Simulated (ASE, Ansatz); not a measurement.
**Convergence of a linear-scaling basis for twisted silicene bilayer, 27.80° (156 atoms)**

Aim: test how closely localised support functions follow the reference on twisted silicene bilayer, 27.80° (156 atoms), and at what cost. A setting counts as converged where the r.m.s. difference of forces stays under 1 % of the r.m.s. force.

Program: Ansatz 0.2.0. Level of theory: Kohn-Sham DFT, PBE+D3(BJ), PAW (set soft_2), plane waves. Results are calculated unless marked as measured.

## 1. Starting point

The cell holds 156 atoms: 156 Si. Its edges and angles: a = 24.106 Å, b = 24.106 Å, c = 20.140 Å, α = 90.0°, β = 90.0°, γ = 120.0°. It derives from Si (silicene). Silicene (a = 3.86 Å) under silicene (a = 3.86 Å), bilayer, commensurate cell of 39 unit cells a layer, twist 27.80 deg; facing planes 3.26 Å apart; 16 Å of vacuum; layers as built, displaced by a Gaussian of 0.01 Å. Regions: layer 1, 78 atoms (78 Si); layer 2, 78 atoms (78 Si). Vacuum lies along c.

Limits known from the start: Beside vacuum, support functions can miss their usual error bounds without a warning. The Brillouin zone is sampled at Γ only, in a cell whose shortest periodic width is 21 Å.

## 2. Plane-wave single point

The first run fixes the reference, at a cutoff of 420 eV.

File input.yaml:

```yaml
crystal:
  lattice:
    - [24.1057, 0.0, 0.0]
    - [-12.05285, 20.87615, 0.0]
    - [0.0, 0.0, 20.14]
  atoms:
    - { symbol: Si, position: [0.10222, 0.69195, 0.41904] }
    - { symbol: Si, position: [0.12858, 0.61554, 0.39677] }
    - { symbol: Si, position: [0.15401, 0.87214, 0.41971] }
    - { symbol: Si, position: [0.18037, 0.79534, 0.39734] }
    - { symbol: Si, position: [0.2055, 0.05161, 0.41888] }
    - { symbol: Si, position: [0.23011, 0.97411, 0.3974] }
    - { symbol: Si, position: [0.07661, 0.10149, 0.41871] }
    - { symbol: Si, position: [0.10245, 0.02516, 0.39728] }
    - { symbol: Si, position: [0.12777, 0.28116, 0.41942] }
    - { symbol: Si, position: [0.15312, 0.20503, 0.39762] }
    - { symbol: Si, position: [0.17859, 0.46129, 0.41943] }
    - { symbol: Si, position: [0.20551, 0.38429, 0.39709] }
    - { symbol: Si, position: [0.23105, 0.64162, 0.41951] }
    - { symbol: Si, position: [0.25614, 0.5643, 0.397] }
    - { symbol: Si, position: [0.28139, 0.82022, 0.41892] }
    - { symbol: Si, position: [0.30788, 0.744, 0.39729] }
    - { symbol: Si, position: [0.33245, 0.99956, 0.41887] }
    - { symbol: Si, position: [0.35973, 0.92334, 0.39666] }
    - { symbol: Si, position: [0.25626, 0.23047, 0.42012] }
    - { symbol: Si, position: [0.28142, 0.1533, 0.39769] }
    - { symbol: Si, position: [0.30826, 0.41039, 0.41975] }
    - { symbol: Si, position: [0.3338, 0.33345, 0.39763] }
    - { symbol: Si, position: [0.35843, 0.58947, 0.41939] }
    - { symbol: Si, position: [0.38433, 0.51251, 0.39753] }
    - { symbol: Si, position: [0.41062, 0.76963, 0.41936] }
    - { symbol: Si, position: [0.43584, 0.69224, 0.39703] }
    - { symbol: Si, position: [0.4616, 0.94926, 0.41946] }
    - { symbol: Si, position: [0.48706, 0.87121, 0.39757] }
    - { symbol: Si, position: [0.38431, 0.17879, 0.41908] }
    - { symbol: Si, position: [0.40985, 0.10203, 0.39837] }
    - { symbol: Si, position: [0.43682, 0.35938, 0.41918] }
    - { symbol: Si, position: [0.46189, 0.28258, 0.39644] }
    [... 118 atom lines left out ...]
    - { symbol: Si, position: [0.87153, 0.15352, 0.60265] }
    - { symbol: Si, position: [0.8469, 0.05179, 0.5808] }
    - { symbol: Si, position: [0.00071, 0.33398, 0.60312] }
    - { symbol: Si, position: [0.97454, 0.23134, 0.58018] }
    - { symbol: Si, position: [0.0508, 0.20427, 0.60281] }
    - { symbol: Si, position: [0.02508, 0.10251, 0.58124] }
kpoints:
  mp_grid: { grid: [1, 1, 1] }
hamiltonian:
  xc: pbe
  dispersion: d3bj
scf:
  occupations: { method: fermi_dirac, width: 0.025 }
output:
  forces: true
  populations: true
  dos:
    method: { smearing: { sigma: 0.15 } }
    de: 0.1
    projected:
      site_lists:
        Si: [Si]
        layer_1: [0, 1, 2, 3, 4, 5, 6, 7, 8, 9, 10, 11, 12, 13, 14, 15, 16, 17, 18, 19, 20, 21, 22, 23, 24, 25, 26, 27, 28, 29, 30, 31, 32, 33, 34, 35, 36, 37, 38, 39, 40, 41, 42, 43, 44, 45, 46, 47, 48, 49, 50, 51, 52, 53, 54, 55, 56, 57, 58, 59, 60, 61, 62, 63, 64, 65, 66, 67, 68, 69, 70, 71, 72, 73, 74, 75, 76, 77]
        layer_2: [78, 79, 80, 81, 82, 83, 84, 85, 86, 87, 88, 89, 90, 91, 92, 93, 94, 95, 96, 97, 98, 99, 100, 101, 102, 103, 104, 105, 106, 107, 108, 109, 110, 111, 112, 113, 114, 115, 116, 117, 118, 119, 120, 121, 122, 123, 124, 125, 126, 127, 128, 129, 130, 131, 132, 133, 134, 135, 136, 137, 138, 139, 140, 141, 142, 143, 144, 145, 146, 147, 148, 149, 150, 151, 152, 153, 154, 155]
  eigenvalues: true
```

Started as:

```
ansatz run input.yaml --threads 32 --pin off --max-ram 92160MiB --backend cuda --events-out ev --progress --plain --runs-dir out --max-vram 78GiB
```

Numbers of over 12 decimals in the logs are rounded to 6 here.

The program printed:

```text
Engine: ansatz 0.2.0, aarch64-unknown-linux-gnu
Pseudopotentials: kind: paw
Pseudopotential: Si, paw, valence charge 4, recommended cutoff 420 eV (normal), Si.paw.azcp
[... 5 lines on functional and potentials left out ...]
device memory: the entry about to start is reckoned to put 17.6 GiB on a device that reports 176.5 GiB free (of which the cap on the GPU budget leaves the run 78.0 GiB)
GPU FFT provider: cuFFT
GPU libraries: cuBLAS 13.8.1, cuFFT 12.4.0, cuSOLVER 12.3.2
GPU matrix products: emulated (plane waves: as basis.precision tells), large ones in fixed point in workspaces of 1.00 GiB
Crystal: 156 atoms, lattice volume = 10135.137 Å³
Basis set: ecut = 420 eV, 198235 PW (Γ), exchange–correlation on 324×324×270 points (8 copies of the dense FFT grid, shifted against one another)
Bands: 468, of which v1, the nominal top of the filled ones, is band 312 counted from 1 (311 counted from 0)
Symmetry: 1 space group operations
Space group: P1 (ITA 1), of the structure as read, at distance tolerance 2.2e-4 Å
k-points: 1
[... 3 lines on functional and potentials left out ...]
Initial density: superposition of atomic densities (neutral atoms: chi_scale 0, normalization atom), corrected by the library's trained network
Initial wavefunctions: pseudopotential atomic-orbital guess
GPU buffer pool allocated for 3542940 grid points (all kernels)
GPU transforms: local potential and band sums: pruned to the plane-wave sphere, on 162×162×135
Functional: x = pbe(κ = 0.804, μ = 0.219515), c = pbe(β = 0.066725)
SCF iter   1: F=—  HF=-99130.241017 eV  |F-HF|=—  |Δ(HF+E_count)|=         —  Δρ=1.89e-3  dr2=1.04e0  ethr=1.77e-3  ⟨swp⟩=8.0  Hψ=2580  notcnv=0  defer=48
preconditioner: auto → LDOS  [metal: Δε(μ)=0.061 eV  Ē_g=7.046 eV  σ=0.025 eV  W_gap=0.49  n_scr=898 (ndim 8)  ℏωp=9.2 eV  f_vac=0.572  D(μ)=97.16/eV (n_scr^D=392)  β→1.0]
SCF iter   2: F=—  HF=-99130.209946 eV  |F-HF|=—  |Δ(HF+E_count)|=   3.11e-2  Δρ=8.41e-4  dr2=1.60e-1  ethr=1.67e-4  ⟨swp⟩=4.0  Hψ=886  notcnv=0  defer=136
SCF iter   3: F=—  HF=-99130.204225 eV  |F-HF|=—  |Δ(HF+E_count)|=   5.72e-3  Δρ=4.44e-4  dr2=7.57e-2  ethr=2.56e-5  ⟨swp⟩=4.0  Hψ=897  notcnv=0  defer=136
SCF iter   4: F=—  HF=-99130.192655 eV  |F-HF|=—  |Δ(HF+E_count)|=   1.16e-2  Δρ=2.29e-4  dr2=2.06e-2  ethr=1.21e-5  ⟨swp⟩=3.0  Hψ=775  notcnv=0  defer=136
SCF iter   5: F=—  HF=-99130.187597 eV  |F-HF|=—  |Δ(HF+E_count)|=   5.06e-3  Δρ=8.69e-5  dr2=3.46e-3  ethr=3.30e-6  ⟨swp⟩=3.0  Hψ=629  notcnv=0  defer=136
SCF iter   6: F=—  HF=-99130.196486 eV  |F-HF|=—  |Δ(HF+E_count)|=   8.89e-3  Δρ=3.08e-5  dr2=4.58e-4  ethr=5.55e-7  ⟨swp⟩=2.0  Hψ=460  notcnv=0  defer=136
SCF iter   7: F=—  HF=-99130.196480 eV  |F-HF|=—  |Δ(HF+E_count)|=   5.75e-6  Δρ=1.32e-5  dr2=7.83e-5  ethr=7.35e-8  ⟨swp⟩=2.0  Hψ=565  notcnv=0  defer=136
SCF iter   8: F=—  HF=-99130.194737 eV  |F-HF|=—  |Δ(HF+E_count)|=   1.74e-3  Δρ=5.88e-6  dr2=1.44e-5  ethr=1.25e-8  ⟨swp⟩=3.0  Hψ=785  notcnv=0  defer=136
SCF iter   9: F=—  HF=-99130.194738 eV  |F-HF|=—  |Δ(HF+E_count)|=   6.68e-7  Δρ=2.95e-6  dr2=2.78e-6  ethr=2.30e-9  ⟨swp⟩=2.0  Hψ=464  notcnv=0  defer=136
SCF iter  10: F=—  HF=-99130.194738 eV  |F-HF|=—  |Δ(HF+E_count)|=   3.83e-7  Δρ=1.49e-6  dr2=8.65e-7  ethr=4.45e-10  ⟨swp⟩=2.0  Hψ=471  notcnv=0  defer=136
SCF iter  11: F=—  HF=-99130.194738 eV  |F-HF|=—  |Δ(HF+E_count)|=   6.36e-8  Δρ=7.29e-7  dr2=1.69e-7  ethr=1.39e-10  ⟨swp⟩=2.0  Hψ=565  notcnv=0  defer=136
SCF iter  12: F=-99130.194738 eV  HF=-99130.194738 eV  |F-HF|=9.60e-10  |Δ(HF+E_count)|=   6.43e-8  Δρ=3.51e-7  dr2=4.64e-8  ethr=1.60e-11  ⟨swp⟩=19.0  Hψ=3612  notcnv=0
SCF 1 converged in 12 iterations: F = -99130.194738 eV  dr2 = 4.64e-8
  greatest PAW one-centre occupation: 0.652 electrons in one spin orbital (limit 2), on the Si atom at site 152 (counted from 0), in its partial waves of l = 0
SCF converged after 12 iterations
Free energy (F): -99130.194738 eV
Harris-Foulkes:  -99130.194738 eV  (|F-HF|=9.60e-10)
Internal energy: -99129.961496 eV  (E = F + TS)
E sigma→0 (E₀):  -99130.078117 eV
Entropy (-TS):   -0.233242 eV (-1.495 meV/atom)
Fermi energy:    -1.364378 eV
--- Per-component energies (eV) ---
  E_band       = -3885.728086
  E_kinetic    = 6093.091858
  E_local      = -109689.108254  (includes V_loc(G=0)·N_el)
  E_nonlocal   = 4079.557032
  E_hartree    = 51558.448690
  E_xc         = -8484.113380
  E_vxc        = -7116.592467  (∫ρ·V_xc dr)
  E_paw        = -79977.646001  (= ΣΔE_a)
  E_vpaw       = -369.566209  (= ΣTr[D̂ρ^β])
  E_aug_tail   = 0.000996  (compensation charges beyond the density's cutoff)
  E_ewald      = 37332.227363
  E_disp       = -42.419800  (pairwise vdW)
  E_smearing   = -0.233242  (= −TS)
  E_closure    = 0.000000  (closes the sum)
  Σ components = -99130.194738   (vs F -99130.194738, Δ=0.00e0)
--- Forces (eV/Å), atoms counted from 1 ---
[... 156 lines of forces left out ...]
  max |Σ_I F_I| component: 2.25e-5 eV/Å
--- Band table (eV) ---
[... left out ...]
--- Löwdin populations: 156 sites ---
  site symbol       q [e]
[... 156 lines, one an atom, left out ...]
  spilling = 0.012382 (of n_electrons = 624.000000)
```

The job ended after 4 s (1 × NVIDIA GB200 with 32 threads of Arm Neoverse V2, shared host; peak memory 2.2 GiB).

That memory is the host's; the program planned up to 17.6 GiB on the GPU. Forces of this run were stored rounded, and per-atom blocks of the log weren't kept.

The run gave:

- free energy: -99130.1947 eV
- free energy per atom: -635.4500 eV/atom
- SCF cycles: 12
- r.m.s. force component: 0.2644 eV/Å
- longest force: 0.8137 eV/Å
- Fermi energy: -1.364 eV
- levels partly filled by over 2 per cent: 9
- spilling of the projection: 0.01238

Length of the force by element:

```tsv
element	coordination	atoms	mean length of the force (eV/Å)	spread	least	most
Si	all	156	0.426	0.168	0.0406	0.814
```

The mean of these charges, 0.050 e, is only the charge that the projection spills.

Löwdin charges by element (they lack the spilled electrons, 0.050 e an atom on average):

```tsv
element	coordination	atoms	mean charge (e)	spread	least	most
Si	all	156	0.0495	0.015	0.0324	0.0829
```

By region:

```tsv
region	atoms	mean length of the force (eV/Å)
layer 1	78	0.4
layer 2	78	0.453
```

Density of states as counts of states in windows of 1 eV (from the Fermi level), total and some projections:

```tsv
from (eV)	to (eV)	total	Si p	layer 2	layer 1	Si s
-12	-11	4.1	0.3	2.1	2.0	3.8
-11	-10	47.2	8.6	23.4	23.4	38.2
-10	-9	53.9	15.1	26.7	26.7	38.3
-9	-8	43.0	13.1	21.3	21.3	29.5
-8	-7	28.7	12.9	14.2	14.2	15.5
-7	-6	58.9	30.6	29.1	29.2	27.7
-6	-5	24.1	13.6	11.9	11.9	10.2
-5	-4	32.5	22.5	16.0	16.0	9.6
-4	-3	71.3	64.4	35.2	35.1	5.9
-3	-2	116.8	109.1	57.6	57.7	6.2
-2	-1	91.4	87.5	45.0	45.0	2.5
-1	0	50.6	46.9	24.8	24.9	2.8
0	1	37.0	33.0	17.7	17.7	2.4
1	2	88.0	61.8	39.9	39.9	18.0
```

Not all projections were asked for or kept, so they needn't add up to the total.

The levels nearest the highest filled one (over half full), pooled over k-points and spins:

```tsv
level less the highest filled one (eV)	occupation
-0.138	2.00
-0.132	2.00
-0.0181	1.76
-0.0095	1.68
-0.0079	1.66
0	1.56
0.0367	0.906
0.0411	0.821
0.0415	0.812
0.0465	0.717
0.113	0.075
0.194	0.003
```

Löwdin charges run from +0.03 to +0.08 e, about a mean that is the spilled charge alone. Within 0.4 eV of the Fermi level the largest share is Si p (94 % of the projected weight).

## 3. Distances and neighbours

These statistics describe the geometry on which the runs were made.

Normalised to the volume that the atoms fill. Pair distribution function in bins of 0.2 Å:

```tsv
r (Å)	total
2.20	4.50
2.40	0.11
2.60	0.00
2.80	0.00
3.00	0.00
3.20	0.02
3.40	0.13
3.60	0.17
3.80	3.45
4.00	0.17
4.20	0.59
4.40	1.25
4.60	0.59
4.80	0.23
5.00	0.23
5.20	0.29
5.40	0.42
5.60	0.23
5.80	0.38
6.00	1.49
6.20	0.27
6.40	0.16
6.60	1.07
6.80	0.56
7.00	0.23
7.20	0.12
7.40	0.24
7.60	0.35
```

Bonds by pair of elements; cutoffs follow the first minimum of g(r), held within bounds set by covalent radii, and pairs that aren't listed don't count as bonded:

```tsv
pair A-B	cutoff (Å)	bonds	mean length (Å)	spread (Å)	shortest (Å)	B about A	A about B
Si-Si	2.68	234	2.27	0.015	2.23	3	3
```

How many atoms have how many bonded neighbours:

```tsv
element	mean	3
Si	3	156
```

Bond angles (no mean is given where the spread exceeds 20°):

```tsv
angle	count	mean (°)	spread (°)
Si-Si-Si	468	116	0.6
```

With the cutoffs above, all Si atoms have 3 bonded neighbours. The Si-Si-Si angle averages 116° with a spread of 0.6°.

The surroundings of Si94, which bears the longest force, nearest first, numbered as they follow in the input and with coordinates relative to it.

```tsv
atom	x	y	z	distance (Å)	bonds	Löwdin charge (e)	Fx	Fy	Fz (eV/Å)
Si94	0.00	0.00	0.00	0.00	3	0.04	0.17	-0.58	-0.55
Si93	-0.61	2.11	0.45	2.24	3	0.08	-0.28	0.59	0.13
Si103	2.18	-0.55	0.44	2.29	3	0.05	-0.23	0.03	0.07
Si155	-1.54	-1.63	0.44	2.29	3	0.06	-0.08	0.25	0.10
Si9	-0.61	-0.03	-3.25	3.31	3	0.03	-0.21	0.18	0.56
Si86	-2.78	2.67	0.00	3.85	3	0.03	0.36	0.33	-0.29
Si96	0.94	3.74	0.00	3.85	3	0.03	-0.05	-0.02	-0.25
Si106	3.71	1.07	0.00	3.86	3	0.05	0.13	-0.24	-0.43
Si154	-3.71	-1.07	-0.01	3.86	3	0.03	0.00	-0.34	-0.24
Si156	-0.94	-3.76	0.01	3.87	3	0.04	0.22	-0.01	-0.44
Si104	2.79	-2.70	-0.01	3.88	3	0.03	0.02	0.22	-0.36
```

The column of bonds counts only the pairs Si-Si within 2.68 Å; other neighbours, such as metal atoms beside each other in a compound, aren't counted, and periodic images can show an atom twice.

## 4. Support functions medium

With localised support functions most steps grow linearly with size, though the diagonalisation grows faster unless the density matrix is cut; this run measures error and cost at this size. The level medium gives here a grid of 96×96×90 points and a radius of 4.55 Å.

This step: Kohn-Sham DFT, PBE+D3(BJ), PAW (set soft_2), localised support functions (medium) (Ansatz 0.2.0).

input.yaml, the sections that differ from step 2:

```yaml
scf:
  occupations: { method: fermi_dirac, width: 0.025 }
  eigensolver: { kind: { support_functions: { accuracy: medium } } }
  mixing: { beta: 0.4 }
  max_iter: 150
output:
  forces: true
  eigenvalues: true
# crystal, kpoints, hamiltonian: as in step 2
```

The program printed:

```text
Warning: scf.eigensolver.kind.support_functions: disabling space-group detection — the functions' gradient is summed over unrotated k-points, so no spatial operation reduces the k-mesh or symmetrises the density; time reversal is kept, so that k and −k are solved as one point where they differ and the mesh holds both, and exact exchange and, on two spinor components, a DFT+U term hold to it where the run has them: [...]
settings of this run that can trade accuracy for cost: scf.eigensolver.kind.support_functions [...]
[...]
GPU FFT provider: cuFFT
GPU libraries: cuBLAS 13.8.1, cuFFT 12.4.0, cuSOLVER 12.3.2
[...]
Crystal: 156 atoms, lattice volume = 10135.137 Å³
Basis set: ecut = 420 eV, 198235 PW (Γ), exchange–correlation on 324×324×270 points (8 copies of the dense FFT grid, shifted against one another)
Bands: 375, of which v1, the nominal top of the filled ones, is band 312 counted from 1 (311 counted from 0)
[... 1 set-up line as in the run before ...]
k-points: 1
[...]
GPU buffer pool allocated for 3542940 grid points (all kernels)
Eigensolver: Support functions (medium, 96×96×90 points, laid for a spacing of at most 0.257060 Å, radius 4.548474 Å, 311 sites without an atom, 0 species' potentials softened for the grid, 1 wholly corrected for its errors in the mean over positions, 1 with the egg-box correction, energy correction by stochastic trace)
[...]
SCF iter   1: F=—  HF=-99099.801178 eV  |F-HF|=—  |Δ(HF+E_count)|=         —  Δρ=1.94e-2  dr2=4.01e1  ethr=1.00e-1
[...]
SCF iter  14: F=—  HF=-99130.237858 eV  |F-HF|=—  |Δ(HF+E_count)|=   1.94e-3  Δρ=4.96e-6  dr2=8.83e-6  ethr=5.00e-9  κ⁻¹=1.3e-5(r=7)
SCF iter  15: F=-99130.239641 eV  HF=-99130.239275 eV  |F-HF|=3.66e-4  |Δ(HF+E_count)|=   1.42e-3  Δρ=1.98e-6  dr2=1.23e-6  ethr=1.41e-9
SCF 1 converged in 15 iterations: F = -99130.249505 eV  dr2 = 1.23e-6
[...]
SCF converged after 15 iterations
Stability not checked: this state was not tested for a lower state beside it, because the mixer in use, unlike msr1, does not test its closes by its own steps (another_mixer; see scf.mixing.algorithm and scf.lower_state_search)
Free energy (F): -99130.249505 eV
[...]
Internal energy: -99130.016322 eV  (E = F + TS)
E sigma→0 (E₀):  -99130.132914 eV
Entropy (-TS):   -0.233183 eV (-1.495 meV/atom)
Fermi energy:    -1.364207 eV
[...]
Σ components = -99130.249505   (vs F -99130.249505, Δ=0.00e0)
--- Forces (eV/Å), atoms counted from 1 ---
[... 156 lines of forces left out ...]
  max |Σ_I F_I| component: 1.94e-3 eV/Å
--- Band table (eV) ---
[... left out ...]
```

It took 4.9 s on 1 × NVIDIA GB200 with 32 threads; peak memory 2.2 GiB; 17 s of CPU time.

That memory is the host's; the program planned up to 7.3 GiB on the GPU.

The program notes that the band table was not solved further than the SCF left it and it switched symmetry off. Further notices: vacuum switching off with vacuum.

Keys that differ from the reference: support_functions.accuracy = "medium", scf.max_iter = 150 and scf.mixing.beta = 0.4.

Forces differ from the reference by 0.10 meV/Å r.m.s., 0.039 % of their size, well within a tolerance of 1 %; the energy by -0.35 meV/atom. The two runs also began from different starting densities, which bears on cycles and time.

## 5. All settings compared

Each row is set against the plane-wave reference (Kohn-Sham DFT, PBE+D3(BJ), PAW (set soft_2), plane waves; r.m.s. force component 0.264 eV/Å). Energies are set beside the reference only for runs with its functional, potentials and electron count. Times are for 1 × NVIDIA GB200 with 32 threads of Arm Neoverse V2, shared host. The reference's time includes the DOS, which some other runs skip.

```tsv
run	Δ force, r.m.s. (meV/Å)	share of r.m.s. force (%)	Δ energy (meV/atom)	cycles	time	host memory (GiB)	planned on the GPU (GiB)
reference	-	-	-	12	4 s	2.2	18
support functions medium	0.103	0.039	-0.351	15	4.9 s	2.2	7.3
```

## 6. Outcome

| Item | Value |
| --- | --- |
| free energy per atom | -635.4500 eV/atom |
| r.m.s. force component | 0.2644 eV/Å |
| wall time of the 2 DFT runs | 8.9 s |

What this shows: Against plane waves at 420 eV, the forces differ by 0.10 meV/Å (0.039 %) with support functions medium. At 156 atoms the run with support functions medium takes roughly 1.2 times the time of plane waves (whose run also made extra analyses, so the like-for-like ratio is larger), in 15 SCF cycles against 12. Differences between support functions and plane waves include what basis error the plane-wave run still has.

No gap is quoted, since levels at the Fermi energy are partly filled. With the cutoffs above, all Si atoms have 3 bonded neighbours.

What to keep in mind: The geometry was built by rule, was displaced at random and isn't relaxed at this level: its force components are 0.26 eV/Å r.m.s.

[Logs are printed without paths, hosts, clocks, repeated set-up lines and the standing remarks that a program may print on its own settings, such as how far it seeks lower states.]

[Hosts, paths, dates, database ids (printed as entryN), source tags and the programs' standing remarks are cut or masked in the printed files.]
